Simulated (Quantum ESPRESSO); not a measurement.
# SrFeO3: cost and accuracy of the plane-wave cutoff

Wanted: the cheapest choice of the plane-wave cutoff that holds the magnetic results of SrFeO3.

Program: Quantum ESPRESSO 7.5. Level of theory: LDA with U = 4.5 eV on Fe d (ortho-atomic projectors); plane waves with GBRV 1.5 LDA potentials, no spin-orbit coupling (settings of the first rung). Values are calculated unless marked as measured.

## Step 1: The starting structure

It takes space group Pm-3m (No. 221, cubic). The conventional cell has a = 3.829 Å, b = 3.829 Å, c = 3.829 Å, α = 90.00°, β = 90.00°, γ = 90.00°. Nearest to Sr lie 12 O at 2.71 Å. Nearest to Fe lie 6 O at 1.91 Å. Nearest to O lie 2 Fe at 1.91 Å and 4 Sr at 2.71 Å. Farther neighbours, and contacts between anions beyond the nearest, are not listed.

The cell comes from a database of computed structures and need not be the stable phase.

## Step 2: Rung 1, start ferro +

Contents of pw.in:

```
&CONTROL
  calculation = 'scf'
  prefix = 'pwscf'
  outdir = './tmp'
  pseudo_dir = './pseudo'
  disk_io = 'nowf'
  tprnfor = .true.
  tstress = .true.
/
&SYSTEM
  ibrav = 0
  nat = 5
  ntyp = 3
  ecutwfc = 18
  ecutrho = 126
  nbnd = 33
  occupations = 'smearing'
  smearing = 'fd'
  degauss = 0.00734986
  nspin = 2
  starting_magnetization(1) = 0
  starting_magnetization(2) = 0.25
  starting_magnetization(3) = 0
/
&ELECTRONS
  conv_thr = 1d-08
  electron_maxstep = 150
  mixing_beta = 0.3
/
ATOMIC_SPECIES
Sr     87.6200 sr_lda_v1.uspp.F.UPF
Fe     55.8450 fe_lda_v1.5.uspp.F.UPF
O      15.9990 o_lda_v1.2.uspp.F.UPF
CELL_PARAMETERS bohr
   7.2354094515    0.0000000000    0.0000000000
   0.0000000000    7.2354094515    0.0000000000
   0.0000000000    0.0000000000    7.2354094515
ATOMIC_POSITIONS crystal
Sr      0.0000000000    0.0000000000    0.0000000000
Fe      0.5000000000    0.5000000000    0.5000000000
O       0.0000000000    0.5000000000    0.5000000000
O       0.5000000000    0.0000000000    0.5000000000
O       0.5000000000    0.5000000000    0.0000000000
K_POINTS automatic
6 6 6 0 0 0
HUBBARD {ortho-atomic}
U Fe-3d 4.5000
```

The run is started by

```
> OMP_NUM_THREADS=1 mpirun -n 2 pw.x -nk 2 -in pw.in > pw.out
```

Log:

```text
Program PWSCF v.7.5 starts

     Message from routine setup:
     using ibrav=0 with symmetry is DISCOURAGED, use correct ibrav instead

     K-points division:     npool     =       2
     Subspace diagonalization in iterative solution of the eigenvalue problem:

     bravais-lattice index     =            0
     lattice parameter (alat)  =       7.2354  a.u.
     unit-cell volume          =     378.7820 (a.u.)^3
     number of atoms/cell      =            5
     number of atomic types    =            3
     number of electrons       =        44.00
     number of Kohn-Sham states=           33
     kinetic-energy cutoff     =      18.0000  Ry
     charge density cutoff     =     126.0000  Ry
     scf convergence threshold =      1.0E-08
     mixing beta               =       0.3000
     number of iterations used =            8  plain     mixing
     Exchange-correlation= SLA  PZ   NOGX NOGC
                           (   1   1   0   0   0   0   0)
     Hubbard projectors: ortho-atomic
     Hubbard parameters of DFT+U (Dudarev formulation) in eV:
     U(Fe-3d) =  4.5000

     Internal variables: lda_plus_u =T, lda_plus_u_kind = 0

     Internal variables: orbital_resolved =F, hub_pot_fix =F, apply_U = F

     celldm(1)=   7.235409  celldm(2)=   0.000000  celldm(3)=   0.000000
     celldm(4)=   0.000000  celldm(5)=   0.000000  celldm(6)=   0.000000

     crystal axes: (cart. coord. in units of alat)
               a(1) = (   1.000000   0.000000   0.000000 )
               a(2) = (   0.000000   1.000000   0.000000 )
               a(3) = (   0.000000   0.000000   1.000000 )

     reciprocal axes: (cart. coord. in units 2 pi/alat)
               b(1) = (  1.000000  0.000000  0.000000 )
               b(2) = (  0.000000  1.000000  0.000000 )
               b(3) = (  0.000000  0.000000  1.000000 )

     PseudoPot. # 1 for Sr read from file:
     sr_lda_v1.uspp.F.UPF
     Pseudo is Ultrasoft + core correction, Zval = 10.0

     PseudoPot. # 2 for Fe read from file:
     fe_lda_v1.5.uspp.F.UPF
     Pseudo is Ultrasoft + core correction, Zval = 16.0

     PseudoPot. # 3 for O  read from file:
     o_lda_v1.2.uspp.F.UPF
     Pseudo is Ultrasoft + core correction, Zval =  6.0

     atomic species   valence    mass     pseudopotential
     Sr               10.00    87.62000     Sr( 1.00)
     Fe               16.00    55.84500     Fe( 1.00)
     O                 6.00    15.99900     O ( 1.00)

     Starting magnetic structure
     atomic species   magnetization
     Sr              0.000
     Fe              0.250
     O               0.000

     48 Sym. Ops., with inversion, found

   Cartesian axes

     site n.     atom                  positions (alat units)
         1        Sr     tau(   1) = (   0.0000000   0.0000000   0.0000000  )
         2        Fe     tau(   2) = (   0.5000000   0.5000000   0.5000000  )
         3        O      tau(   3) = (   0.0000000   0.5000000   0.5000000  )
         4        O      tau(   4) = (   0.5000000   0.0000000   0.5000000  )
         5        O      tau(   5) = (   0.5000000   0.5000000   0.0000000  )

     number of k points=    20  Fermi-Dirac smearing, width (Ry)=  0.0073
                       cart. coord. in units 2pi/alat
        k(    1) = (   0.0000000   0.0000000   0.0000000), wk =   0.0046296
        k(    2) = (   0.0000000   0.0000000   0.1666667), wk =   0.0277778
        k(    3) = (   0.0000000   0.0000000   0.3333333), wk =   0.0277778
        k(    4) = (   0.0000000   0.0000000  -0.5000000), wk =   0.0138889
        k(    5) = (   0.0000000   0.1666667   0.1666667), wk =   0.0555556
        [... 15 further k-points ...]

     Dense  grid:     9045 G-vectors     FFT dimensions: (  25,  25,  25)

     Smooth grid:     3887 G-vectors     FFT dimensions: (  20,  20,  20)

     Check: negative core charge=   -0.000219
     Generating pointlists ...
     new r_m :   0.2917 (alat units)  2.1104 (a.u.) for type    1
     new r_m :   0.2063 (alat units)  1.4923 (a.u.) for type    2
     new r_m :   0.2063 (alat units)  1.4923 (a.u.) for type    3

     Initial potential from superposition of free atoms

     starting charge      42.9730, renormalised to      44.0000

     negative rho (up, down):  3.384E-02 3.385E-02

     STARTING HUBBARD OCCUPATIONS:

     =================== HUBBARD OCCUPATIONS ===================
     ------------------------ ATOM    2 ------------------------
     Tr[ns(  2)] (up, down, total) =   5.00000  0.00000  5.00000
     Atomic magnetic moment for atom   2 =   5.00000
     [... lines left out ...]
     Number of occupied Hubbard levels =    5.0000

     Atomic wfc used for Hubbard projectors are orthogonalized

     Starting wfcs are   38 randomized atomic wfcs

     Self-consistent Calculation

     iteration #  1     ecut=    18.00 Ry     beta= 0.30
     Davidson diagonalization with overlap
     ethr =  1.00E-02,  avg # of iterations =  3.1

     =================== HUBBARD OCCUPATIONS ===================
     ------------------------ ATOM    2 ------------------------
     Tr[ns(  2)] (up, down, total) =   4.44025  0.45709  4.89735
     Atomic magnetic moment for atom   2 =   3.98316
     [... lines left out ...]
     Number of occupied Hubbard levels =    4.8973

     negative rho (up, down):  3.328E-02 3.330E-02

     total energy              =    -413.90329129 Ry
     estimated scf accuracy    <       2.38054252 Ry

     total magnetization       =     4.00 Bohr mag/cell
     absolute magnetization    =     4.24 Bohr mag/cell

     iteration #  2     ecut=    18.00 Ry     beta= 0.30
     Davidson diagonalization with overlap
     ethr =  5.41E-03,  avg # of iterations =  2.0

     negative rho (up, down):  3.314E-02 3.312E-02

     total energy              =    -414.11636187 Ry
     estimated scf accuracy    <       1.33213982 Ry

     total magnetization       =     3.50 Bohr mag/cell
     absolute magnetization    =     3.53 Bohr mag/cell

     [... further iterations left out ...]

     iteration # 13     ecut=    18.00 Ry     beta= 0.30
     Davidson diagonalization with overlap
     ethr =  5.21E-09,  avg # of iterations =  1.5

     negative rho (up, down):  3.322E-02 3.319E-02

     total energy              =    -414.25216477 Ry
     estimated scf accuracy    <       0.00000015 Ry

     total magnetization       =     4.04 Bohr mag/cell
     absolute magnetization    =     4.12 Bohr mag/cell

     iteration # 14     ecut=    18.00 Ry     beta= 0.30
     Davidson diagonalization with overlap
     ethr =  3.44E-10,  avg # of iterations =  1.5

     negative rho (up, down):  3.322E-02 3.319E-02

     Magnetic moment per site  (integrated on atomic sphere of radius R)
     atom   1 (R=0.292)  charge=  7.5327  magn=  0.0116
     atom   2 (R=0.206)  charge= 13.0101  magn=  3.2641
     atom   3 (R=0.206)  charge=  5.2602  magn=  0.1182
     atom   4 (R=0.206)  charge=  5.2602  magn=  0.1182
     atom   5 (R=0.206)  charge=  5.2602  magn=  0.1182

     End of self-consistent calculation

     =================== HUBBARD OCCUPATIONS ===================
     ------------------------ ATOM    2 ------------------------
     Tr[ns(  2)] (up, down, total) =   4.72801  1.22536  5.95337
     Atomic magnetic moment for atom   2 =   3.50265
     [... lines left out ...]
     Number of occupied Hubbard levels =    5.9534

     [... lines left out ...]
     the Fermi energy is    10.4216 ev

!    total energy              =    -414.25216507 Ry
     estimated scf accuracy    <          4.2E-09 Ry
     smearing contrib. (-TS)   =      -0.00217321 Ry
     internal energy E=F+TS    =    -414.24999186 Ry

     The total energy is F=E-TS. E is the sum of the following terms:
     one-electron contribution =    -194.90864550 Ry
     hartree contribution      =     119.55640037 Ry
     xc contribution           =     -67.65553220 Ry
     ewald contribution        =    -271.43107342 Ry
     Hubbard energy            =       0.18885889 Ry

     total magnetization       =     4.04 Bohr mag/cell
     absolute magnetization    =     4.12 Bohr mag/cell

     convergence has been achieved in  14 iterations

     negative rho (up, down):  3.322E-02 3.319E-02

     Forces acting on atoms (cartesian axes, Ry/au):

     atom    1 type  1   force =     0.00000000    0.00000000    0.00000000
     atom    2 type  2   force =     0.00000000    0.00000000    0.00000000
     atom    3 type  3   force =     0.00000000    0.00000000    0.00000000
     atom    4 type  3   force =     0.00000000    0.00000000    0.00000000
     atom    5 type  3   force =     0.00000000    0.00000000    0.00000000

     Total force =     0.000000     Total SCF correction =     0.000000

     Computing stress (Cartesian axis) and pressure

     negative rho (up, down):  3.322E-02 3.319E-02
          total   stress  (Ry/bohr**3)                   (kbar)     P=    -4920.70
  -0.03345022   0.00000000   0.00000000        -4920.70        0.00        0.00
   0.00000000  -0.03345022   0.00000000            0.00    -4920.70        0.00
   0.00000000   0.00000000  -0.03345022            0.00        0.00    -4920.70

=------------------------------------------------------------------------------=
   JOB DONE.
=------------------------------------------------------------------------------=
```

The job ended after 7.5 s (2 MPI ranks of Intel Xeon 6975P-C (Granite Rapids), shared host; peak memory 0.16 GiB; 14 s of CPU time).

Spin moment in the atom's sphere by atom:

| atom | spin moment in the atom's sphere (μB) |
| --- | --- |
| Sr1 | 0.01 |
| Fe2 | 3.26 |
| O3 | 0.12 |
| O4 | 0.12 |
| O5 | 0.12 |

Numbers from this step:

```yaml
magnetization: 4.036 μB
final_state: ferromagnetic
```

## Step 3: Rung 1, start antiferro q=(0,1/2,1/2) +-

The wavevector q is in fractions of the reciprocal vectors of the crystal's primitive cell, as the cells of these inputs are built from it; moments change sign between cells as cos(2π q·R).

Contents of pw.in:

```
&CONTROL
  calculation = 'scf'
  prefix = 'pwscf'
  outdir = './tmp'
  pseudo_dir = './pseudo'
  disk_io = 'nowf'
  tprnfor = .true.
  tstress = .true.
/
&SYSTEM
  ibrav = 0
  nat = 10
  ntyp = 4
  ecutwfc = 18
  ecutrho = 126
  nbnd = 58
  occupations = 'smearing'
  smearing = 'fd'
  degauss = 0.00734986
  nspin = 2
  starting_magnetization(1) = 0
  starting_magnetization(2) = 0.25
  starting_magnetization(3) = -0.25
  starting_magnetization(4) = 0
/
&ELECTRONS
  conv_thr = 2d-08
  electron_maxstep = 150
  mixing_beta = 0.3
/
ATOMIC_SPECIES
Sr     87.6200 sr_lda_v1.uspp.F.UPF
Fe1    55.8450 fe_lda_v1.5.uspp.F.UPF
Fe2    55.8450 fe_lda_v1.5.uspp.F.UPF
O      15.9990 o_lda_v1.2.uspp.F.UPF
CELL_PARAMETERS bohr
   7.2354094515    0.0000000000    0.0000000000
   0.0000000000   14.4708189031    0.0000000000
   0.0000000000    7.2354094515    7.2354094515
ATOMIC_POSITIONS crystal
Sr      0.0000000000    0.0000000000    0.0000000000
Sr      0.0000000000    0.5000000000    0.0000000000
Fe1     0.5000000000    0.0000000000    0.5000000000
Fe2     0.5000000000    0.5000000000    0.5000000000
O       0.0000000000    0.0000000000    0.5000000000
O       0.0000000000    0.5000000000    0.5000000000
O       0.5000000000    0.7500000000    0.5000000000
O       0.5000000000    0.2500000000    0.5000000000
O       0.5000000000    0.2500000000    0.0000000000
O       0.5000000000    0.7500000000    0.0000000000
K_POINTS automatic
6 3 6 0 0 0
HUBBARD {ortho-atomic}
U Fe1-3d 4.5000
U Fe2-3d 4.5000
```

Log:

```text
     [... lines left out ...]
Program PWSCF v.7.5 starts
     [... lines left out ...]
     number of atoms/cell      =           10
     [... lines left out ...]
     number of electrons       =        88.00
     number of Kohn-Sham states=           58
     kinetic-energy cutoff     =      18.0000  Ry
     charge density cutoff     =     126.0000  Ry
     scf convergence threshold =      2.0E-08
     [... lines left out ...]
     16 Sym. Ops., with inversion, found ( 8 have fractional translation)
     [... lines left out ...]
     number of k points=    24  Fermi-Dirac smearing, width (Ry)=  0.0073
     [... lines left out ...]
     iteration # 16     ecut=    18.00 Ry     beta= 0.30
     [... lines left out ...]
     Magnetic moment per site  (integrated on atomic sphere of radius R)
     atom   1 (R=0.292)  charge=  7.5299  magn= -0.0000
     atom   2 (R=0.292)  charge=  7.5299  magn=  0.0000
     atom   3 (R=0.206)  charge= 13.0243  magn=  3.1590
     atom   4 (R=0.206)  charge= 13.0243  magn= -3.1590
     atom   5 (R=0.206)  charge=  5.2621  magn=  0.0918
     atom   6 (R=0.206)  charge=  5.2622  magn= -0.0918
     atom   7 (R=0.206)  charge=  5.2587  magn= -0.0000
     atom   8 (R=0.206)  charge=  5.2587  magn= -0.0000
     atom   9 (R=0.206)  charge=  5.2586  magn= -0.0000
     atom  10 (R=0.206)  charge=  5.2586  magn= -0.0000
     [... lines left out ...]
     Tr[ns(  3)] (up, down, total) =   4.69719  1.28902  5.98621
     [... lines left out ...]
     Tr[ns(  4)] (up, down, total) =   1.28908  4.69720  5.98627
     [... lines left out ...]
     the Fermi energy is    10.3441 ev
!    total energy              =    -828.48948730 Ry
     estimated scf accuracy    <          8.1E-09 Ry
     smearing contrib. (-TS)   =      -0.00624918 Ry
     [... lines left out ...]
     total magnetization       =    -0.00 Bohr mag/cell
     absolute magnetization    =     7.37 Bohr mag/cell
     convergence has been achieved in  16 iterations
     [... lines left out ...]
     Total force =     0.000009     Total SCF correction =     0.000134
     [... lines left out ...]
          total   stress  (Ry/bohr**3)                   (kbar)     P=    -4913.17
     [... lines left out ...]
```

It took 43 s on 2 MPI ranks; peak memory 0.25 GiB.

Spin moment in the atom's sphere by atom:

| atom | spin moment in the atom's sphere (μB) |
| --- | --- |
| Sr1 | 0.00 |
| Sr2 | 0.00 |
| Fe3 | 3.16 |
| Fe4 | -3.16 |
| O5 | 0.09 |
| O6 | -0.09 |
| O7 | 0.00 |
| O8 | 0.00 |
| O9 | 0.00 |
| O10 | 0.00 |

Read from the output:

| Item | Value |
| --- | --- |
| magnetization | 0 μB |
| final state | antiferromagnetic |

## Step 4: Rung 2, start ferro +

Contents of pw.in:

```
&CONTROL
  calculation = 'scf'
  prefix = 'pwscf'
  outdir = './tmp'
  pseudo_dir = './pseudo'
  disk_io = 'nowf'
  tprnfor = .true.
  tstress = .true.
/
&SYSTEM
  ibrav = 0
  nat = 5
  ntyp = 3
  ecutwfc = 24
  ecutrho = 168
  nbnd = 33
  occupations = 'smearing'
  smearing = 'fd'
  degauss = 0.00734986
  nspin = 2
  starting_magnetization(1) = 0
  starting_magnetization(2) = 0.25
  starting_magnetization(3) = 0
/
&ELECTRONS
  conv_thr = 1d-08
  electron_maxstep = 150
  mixing_beta = 0.3
/
ATOMIC_SPECIES
Sr     87.6200 sr_lda_v1.uspp.F.UPF
Fe     55.8450 fe_lda_v1.5.uspp.F.UPF
O      15.9990 o_lda_v1.2.uspp.F.UPF
CELL_PARAMETERS bohr
   7.2354094515    0.0000000000    0.0000000000
   0.0000000000    7.2354094515    0.0000000000
   0.0000000000    0.0000000000    7.2354094515
ATOMIC_POSITIONS crystal
Sr      0.0000000000    0.0000000000    0.0000000000
Fe      0.5000000000    0.5000000000    0.5000000000
O       0.0000000000    0.5000000000    0.5000000000
O       0.5000000000    0.0000000000    0.5000000000
O       0.5000000000    0.5000000000    0.0000000000
K_POINTS automatic
6 6 6 0 0 0
HUBBARD {ortho-atomic}
U Fe-3d 4.5000
```

Log:

```text
     [... lines left out ...]
Program PWSCF v.7.5 starts
     [... lines left out ...]
     number of atoms/cell      =            5
     [... lines left out ...]
     number of electrons       =        44.00
     number of Kohn-Sham states=           33
     kinetic-energy cutoff     =      24.0000  Ry
     charge density cutoff     =     168.0000  Ry
     scf convergence threshold =      1.0E-08
     [... lines left out ...]
     48 Sym. Ops., with inversion, found
     [... lines left out ...]
     number of k points=    20  Fermi-Dirac smearing, width (Ry)=  0.0073
     [... lines left out ...]
     iteration # 13     ecut=    24.00 Ry     beta= 0.30
     [... lines left out ...]
     Magnetic moment per site  (integrated on atomic sphere of radius R)
     atom   1 (R=0.292)  charge=  7.5279  magn=  0.0081
     atom   2 (R=0.206)  charge= 12.8726  magn=  3.4624
     atom   3 (R=0.206)  charge=  5.2615  magn=  0.0959
     atom   4 (R=0.206)  charge=  5.2615  magn=  0.0959
     atom   5 (R=0.206)  charge=  5.2615  magn=  0.0959
     [... lines left out ...]
     Tr[ns(  2)] (up, down, total) =   4.76471  1.04175  5.80646
     [... lines left out ...]
     the Fermi energy is    10.3177 ev
!    total energy              =    -417.02653379 Ry
     estimated scf accuracy    <          1.1E-09 Ry
     smearing contrib. (-TS)   =      -0.00240478 Ry
     [... lines left out ...]
     total magnetization       =     4.12 Bohr mag/cell
     absolute magnetization    =     4.26 Bohr mag/cell
     convergence has been achieved in  13 iterations
     [... lines left out ...]
     Total force =     0.000000     Total SCF correction =     0.000000
     [... lines left out ...]
          total   stress  (Ry/bohr**3)                   (kbar)     P=    -1078.56
     [... lines left out ...]
```

Wall time 12 s (2 MPI ranks); peak memory 0.19 GiB.

This step gave:

```
magnetization  : 4.123 μB
final state    : ferromagnetic
largest moment : 3.462 μB
```

(Part 1 of 3 ends here.)

[Long decimals in the printed logs are rounded to 6 places.]

[Logs and program files are shortened in this print: banners, set-up blocks, solver, clock and traceback lines can be left out without a mark of their own.]

[Logs are printed without paths, hosts, clocks, repeated set-up lines and the standing remarks that a program may print on its own settings, such as how far it seeks lower states.]

[Hosts, paths, dates, database ids (printed as entryN), source tags and the programs' standing remarks are cut or masked in the printed files.]

[Where the starting crystal was built by hand or by swapping elements, it need not be the compound's stable phase.]

[Where a cell is said to come from a database of computed structures, the database is the Materials Project.]

[Lattice constants that a cell's source calls measured were typed from memory.]
